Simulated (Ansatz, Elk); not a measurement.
# How far do independent atoms describe RbHg?

The structure of RbHg used here is made up (a known structure type with other elements) and was relaxed beforehand with PBEsol. The aim is the Fourier transform of its all-electron density, F(hkl), set beside the sum over free spherical atoms that refinements use.

Main program and level: Elk 11.2.3 (patched build); DFT, PBE, all-electron APW+lo, Dirac cores, scalar-relativistic bands, static density, no spin.

The structure was built from a prototype and need not be the compound's stable phase.

## 1. The starting structure

The structure is trigonal, space group R-3m (No. 166). Conventional cell: a = 4.792 Å, b = 4.792 Å, c = 13.842 Å, α = 90.00°, β = 90.00°, γ = 120.00°. Nearest to Hg lie 6 Rb at 3.60 Å. Nearest to Rb lie 6 Hg at 3.60 Å. Farther neighbours are not listed.

## 2. Ground state and structure factors

An all-electron density is needed, since X-rays see the cores too. Task 0 finds the density and task 195 Fourier-transforms it; tshift is off so that phases refer to the origin typed.

Input file elk.in:

```
tasks
  0
  195

xctype
  20

spinpol
  .false.

rgkmax
  7.0

gmaxvr
  14.0

lmaxo
  7

lmaxapw
  8

swidth
  0.002

tshift
  .false.

ramdisk
  .false.

hmaxvr
  5.5

maxscl
  120

epspot
  1e-06

sppath
  './'

avec
  4.52761226712 2.61401816099 8.71891964421
  -4.52761226712 2.61401816099 8.71891964421
  0.00000000000 -5.22803632264 8.71891964402

atoms
  2
  'Hg.in'
  1
  -0.0000000000 0.0000000000 0.0000000000   0.000000 0.000000 0.000000
  'Rb.in'
  1
  0.5000000000 0.5000000000 0.5000000000   0.000000 0.000000 0.000000

ngridk
  6 6 6
```

Launch:

```sh
OMP_NUM_THREADS=4 elk
```

Numbers of over 12 decimals in the logs are rounded to 6 here.

Log:

```text
┌─────────────────────────┐
│ Elk code version 11.2.3 │
└─────────────────────────┘

All units are atomic (Hartree, Bohr, etc.)

┌─────────────────────────────────────────────────┐
│ Ground-state run starting from atomic densities │
└─────────────────────────────────────────────────┘

Lattice vectors :
   4.527612267       2.614018161       8.718919644
  -4.527612267       2.614018161       8.718919644
   0.000000000      -5.228036323       8.718919644

Reciprocal lattice vectors :
  0.6938740484      0.4006083686      0.2402126855
 -0.6938740484      0.4006083686      0.2402126855
  0.1301597055E-16 -0.8012167373      0.2402126855

Unit cell volume      :    619.1441217
Brillouin zone volume :   0.4006340442

Muffin-tin inner radius fraction :   0.1000000000E-01

Nuclei treated as point charges

Species : 1 (Hg)
 parameters loaded from : Hg.in
 name : mercury
 nuclear charge    :   -80.00000000
 electronic charge :    80.00000000
 atomic mass :    365653.2015
 muffin-tin radius :    2.800000000
 number of radial points in muffin-tin :   1393
 inner part over the whole radius :   0.9911313582E-02
 number on inner part of muffin-tin    :   1000
 approximate nuclear radius :   0.1038385165E-03
 number of mesh points to nuclear radius :    524
 atomic positions (lattice), magnetic fields (Cartesian) :
  1 :   0.00000000  0.00000000  0.00000000    0.00000000  0.00000000  0.00000000

Species : 2 (Rb)
 parameters loaded from : Rb.in
 name : rubidium
 nuclear charge    :   -37.00000000
 electronic charge :    37.00000000
 atomic mass :    155798.2686
 muffin-tin radius :    2.600000000
 number of radial points in muffin-tin :   1193
 inner part over the whole radius :   0.9947532429E-02
 number on inner part of muffin-tin    :    847
 approximate nuclear radius :   0.7999050501E-04
 number of mesh points to nuclear radius :    413
 atomic positions (lattice), magnetic fields (Cartesian) :
  1 :   0.50000000  0.50000000  0.50000000    0.00000000  0.00000000  0.00000000

Total number of atoms per unit cell :    2
Total muffin-tin volume :    165.5744992
 ratio of muffin-tin to unit cell volume :   0.2674248102

Spin treatment :
 spin-unpolarised

Number of Bravais lattice symmetries :   12
Number of crystal symmetries         :   12
Crystal has inversion symmetry
Real symmetric eigensolver will be used

k-point grid :      6     6     6
k-point offset :    0.000000000       0.000000000       0.000000000
k-point set is reduced with full crystal symmetry group
Total number of k-points :       32

Muffin-tin radius times maximum |G+k| :    7.000000000
 using average radius
Maximum |G+k| for APW functions       :    2.592592593
Maximum (1/2)|G+k|²                   :    3.360768176
Maximum |G| for potential and density :    14.00000000
Constant for pseudocharge density :   10
 order of it for each species :   17  17
 order of it for pair densities of each species (exact exchange by exxq0 0: 18) :   10   9
Radial integration step length :    1

G-vector grid sizes :     48    48    48
Number of G-vectors :    28701

Maximum angular momentum used for
 APW functions            :    8
 outer part of muffin-tin :    7
 inner part of muffin-tin :    2

Total nuclear charge    :   -117.0000000
Total core charge       :    90.00000000
Total valence charge    :    27.00000000
Total excess charge     :    0.000000000
Total electronic charge :    117.0000000

Effective Wigner radius, rₛ :    1.081033355

Number of empty states         :      8
Total number of valence states :     22
Total number of core states    :     90

Third-order local-orbitals added for an l without core states : T
Total number of local-orbitals :     25

Exchange-correlation functional :     20     0     0
 Perdew-Burke-Ernzerhof, Phys. Rev. Lett. 77, 3865 (1996)
 gradient requirement :    1
 generalised gradient approximation (GGA)

Smearing type :    3
 Fermi-Dirac
Smearing width :   0.2000000000E-02
Effective electronic temperature (K) :    631.5500496

Mixing type :    3
[...]
Madelung                    :     -28412.271775971
 xc potential                :     -618.09503929928
 exchange                    :     -467.70497548372
 correlation                 :     -6.706804
 electron entropic           :    -0.85154353355528E-03
 total energy                :     -22643.794352080

Density of states at Fermi energy :    67.75287359
 (states/Hartree/unit cell)

Estimated indirect band gap :   0.2212492699E-02
 from k-point 20 to k-point 25
Estimated direct band gap   :   0.2236449652E-01
 at k-point 29

Charges :
 core                        :    90.00000000
 valence                     :    27.00000000
 interstitial                :    2.886371047
 muffin-tins (core leakage)
  species : 1 (Hg)
   atom 1                    :    78.73890543     (  0.7350086390E-04)
  species : 2 (Rb)
   atom 1                    :    35.37472353     (  0.9259284896E-04)
 total in muffin-tins        :    114.1136290
 total calculated charge     :    116.9998800
 total charge                :    117.0000000
 error                       :   0.1200223216E-03

RMS change in Kohn-Sham potential (target) :   0.1575398015     (  0.1000000000E-05)
Absolute change in total energy (target)   :   0.2693842266     (  0.1000000000E-03)

[... loops 3 to 13 left out ...]

┌──────────────────┐
│ Loop number : 14 │
└──────────────────┘

Energies :
 Fermi                       :     0.96829582278317E-01
 sum of occupied eigenvalues :     -13880.254474032
 electron kinetic            :      25756.024595339
 core electron kinetic       :      25512.298792896
 Coulomb                     :     -47924.761652907
 Coulomb potential           :     -39015.832447055
 nuclear-nuclear             :     -1555.8847419301
 electron-nuclear            :     -53742.528339096
 Hartree                     :      7373.6514281196
 Madelung                    :     -28416.845429379
 xc potential                :     -620.44662231662
 exchange                    :     -467.86583789740
 correlation                 :     -6.710576
 electron entropic           :    -0.90204946417553E-03
 total energy                :     -22643.314373121

Density of states at Fermi energy :    71.63810529
 (states/Hartree/unit cell)

Estimated indirect band gap :   0.2101005459E-02
 from k-point 20 to k-point 19
Estimated direct band gap   :   0.2011451624E-01
 at k-point 29

Charges :
 core                        :    90.00000000
 valence                     :    27.00000000
 interstitial                :    2.769819302
 muffin-tins (core leakage)
  species : 1 (Hg)
   atom 1                    :    78.83199321     (  0.7058409253E-04)
  species : 2 (Rb)
   atom 1                    :    35.39818749     (  0.9265313676E-04)
 total in muffin-tins        :    114.2301807
 total calculated charge     :    116.9998847
 total charge                :    117.0000000
 error                       :   0.1152652732E-03

RMS change in Kohn-Sham potential (target) :   0.8411665434E-07 (  0.1000000000E-05)
Absolute change in total energy (target)   :   0.4889218690E-04 (  0.1000000000E-03)

Convergence targets achieved

┌──────────────────┐
│ Loop number : 15 │
└──────────────────┘

Energies :
 Fermi                       :     0.96829533538566E-01
 sum of occupied eigenvalues :     -13880.254476528
 electron kinetic            :      25756.024595016
 core electron kinetic       :      25512.298793368
 Coulomb                     :     -47924.761653965
 Coulomb potential           :     -39015.832448148
 nuclear-nuclear             :     -1555.8847419301
 electron-nuclear            :     -53742.528339496
 Hartree                     :      7373.6514274612
 Madelung                    :     -28416.845429890
 xc potential                :     -620.44662339554
 exchange                    :     -467.86583789852
 correlation                 :     -6.710576
 electron entropic           :    -0.90205001629041E-03
 total energy                :     -22643.314374512

Density of states at Fermi energy :    71.63815699
 (states/Hartree/unit cell)

Estimated indirect band gap :   0.2101003256E-02
 from k-point 20 to k-point 19
Estimated direct band gap   :   0.2011449190E-01
 at k-point 29

Charges :
 core                        :    90.00000000
 valence                     :    27.00000000
 interstitial                :    2.769819288
 muffin-tins (core leakage)
  species : 1 (Hg)
   atom 1                    :    78.83199322     (  0.7058409575E-04)
  species : 2 (Rb)
   atom 1                    :    35.39818750     (  0.9265314054E-04)
 total in muffin-tins        :    114.2301807
 total calculated charge     :    116.9998847
 total charge                :    117.0000000
 error                       :   0.1152652819E-03

┌──────────────────────────────┐
│ Self-consistent loop stopped │
└──────────────────────────────┘

Wrote STATE.OUT
```

Wall time 10 s (4 threads of Intel Xeon 6975P-C (Granite Rapids), shared host); peak memory 0.15 GiB; 22 s of CPU time.

SFACRHO.OUT:

```text

h k l indices transformed by vhmat matrix:
   1.000000000       0.000000000       0.000000000    
   0.000000000       1.000000000       0.000000000    
   0.000000000       0.000000000       1.000000000    

      h      k      l  multipl.   |H|            Re(F)            Im(F)           |F|

      0      0      0      1   0.0000000       117.00000      0.55297797E-16   117.00000    
     -1     -1     -1      2  0.72063806       41.874945     -0.11033775E-13   41.874945    
      0      0     -1      6  0.83645107       41.289009     -0.17715611E-13   41.289009    
      1      0      1      6  0.93421453       105.01346     -0.76708010E-14   105.01346    
      1      1      2      6   1.2510725       98.863389     -0.14565069E-13   98.863389    
      1      0     -1      6   1.3877481       96.227281      0.15458087E-13   96.227281    
      2      2      2      2   1.4412761       95.191146     -0.20599769E-13   95.191146    
      1      2      2      6   1.4437803       37.942907     -0.31572851E-13   37.942907    
     -2     -1      0     12   1.5637020       37.297426      0.38640037E-13   37.297426    
     -1      1     -1      6   1.6203380       36.990700     -0.15528402E-13   36.990700    
      0     -2      0      6   1.6729021       90.877395     -0.17254117E-13   90.877395    
     -3     -2     -2      6   1.8626199       35.664276     -0.22042485E-13   35.664276    
     -2     -2      0      6   1.8684291       87.423609     -0.33336841E-13   87.423609    
      2      3      1     12   2.0007803       85.172545     -0.18214906E-13   85.172545    
     -3     -1     -1      6   2.0025849       34.900279      0.29118103E-13   34.900279    
     -2     -3     -3      6   2.0820386       83.835693      0.24197436E-13   83.835693    
      1      0     -2     12   2.1333870       34.184636     -0.25020308E-13   34.184636    
      3      3      3      2   2.1619142       34.035749     -0.59142977E-13   34.035749
```

Elk indexes on the primitive cell of elk.in and gives |H| = 4π sin θ/λ in inverse bohr. Below, one row stands for each form hkl of the conventional cell (m members, Friedel mates merged), F is for one primitive cell and the density is static (no thermal factor). Free-atom factors are Waasmaier and Kirfel's, and R is Σm||F|−|F'||/Σm|F|.

| hkl | m | sin θ/λ (Å⁻¹) | abs F, DFT | neutral atoms | diff. |
| --- | --- | --- | --- | --- | --- |
| 003 | 2 | 0.108 | 41.875 | 41.914 | -0.040 |
| 101 | 6 | 0.126 | 41.289 | 41.363 | -0.074 |
| 012 | 6 | 0.141 | 105.013 | 105.089 | -0.076 |
| 104 | 6 | 0.188 | 98.863 | 98.948 | -0.085 |
| 110 | 6 | 0.209 | 96.227 | 96.302 | -0.075 |
| 006 | 2 | 0.217 | 95.191 | 95.279 | -0.088 |
| 015 | 6 | 0.217 | 37.943 | 38.058 | -0.115 |
| 113 | 12 | 0.235 | 37.297 | 37.403 | -0.105 |
| 021 | 6 | 0.244 | 36.991 | 37.093 | -0.103 |
| 202 | 6 | 0.252 | 90.877 | 90.967 | -0.090 |
| 107 | 6 | 0.280 | 35.664 | 35.769 | -0.104 |
| 024 | 6 | 0.281 | 87.424 | 87.506 | -0.082 |
| 116 | 12 | 0.301 | 85.172 | 85.263 | -0.091 |
| 205 | 6 | 0.301 | 34.900 | 34.999 | -0.099 |
| 018 | 6 | 0.313 | 83.836 | 83.926 | -0.090 |
| 211 | 12 | 0.321 | 34.185 | 34.277 | -0.092 |
| 009 | 2 | 0.325 | 34.036 | 34.119 | -0.083 |
| 122 | 12 | 0.327 | 82.365 | 82.457 | -0.092 |

## 3. The highest occupied states alone

An energy window below the Fermi level keeps the highest occupied states, to see at which angles they scatter; shallow core shells can lie inside it and anion s states outside. No new self-consistency is needed.

Edit elk.in of step 2 so:

```diff
@@ -1,3 +1,2 @@
 tasks
-  0
   195
@@ -40,2 +39,5 @@
 
+wsfac
+  -0.454410 0.396830
+
 sppath
```

Launch:

```sh
OMP_NUM_THREADS=4 elk
```

Log:

```text
┌─────────────────────────────────┐
│ Elk code version 11.2.3 started │
└─────────────────────────────────┘

Info(readinput): the functional depends on the density's gradient
 muffin-tin radial points multiplied by    2.00000
 (not where nrmtscf is given)

┌────────────────────┐
│ Current task : 195 │
└────────────────────┘

Info(sfacrho): density structure factors written to SFACRHO.OUT

 Energy window :  -0.4544100000      0.3968300000

┌──────────────────┐
│ Elk code stopped │
└──────────────────┘
```

Run time: 4.2 s. Hardware: 4 threads; peak memory 0.16 GiB; 6.1 s of CPU time.

States within 15 eV below the Fermi level hold 19.00 electrons; any levels below the window count with the cores. Their amplitudes can exceed the total, where window and core parts have opposite phase:

| hkl | sin θ/λ (Å⁻¹) | abs F, window | abs F, all |
| --- | --- | --- | --- |
| 003 | 0.108 | 4.460 | 41.875 |
| 101 | 0.126 | 4.078 | 41.289 |
| 012 | 0.141 | 10.936 | 105.013 |
| 104 | 0.188 | 7.588 | 98.863 |
| 110 | 0.209 | 6.319 | 96.227 |
| 006 | 0.217 | 5.839 | 95.191 |
| 015 | 0.217 | 2.283 | 37.943 |
| 113 | 0.235 | 2.028 | 37.297 |
| 021 | 0.244 | 1.914 | 36.991 |
| 202 | 0.252 | 4.048 | 90.877 |

(Continued in part 2 of 2.)

[Logs are printed without paths, hosts, clocks, repeated set-up lines and the standing remarks that a program may print on its own settings, such as how far it seeks lower states.]

[Hosts, paths, dates, database ids (printed as entryN), source tags and the programs' standing remarks are cut or masked in the printed files.]
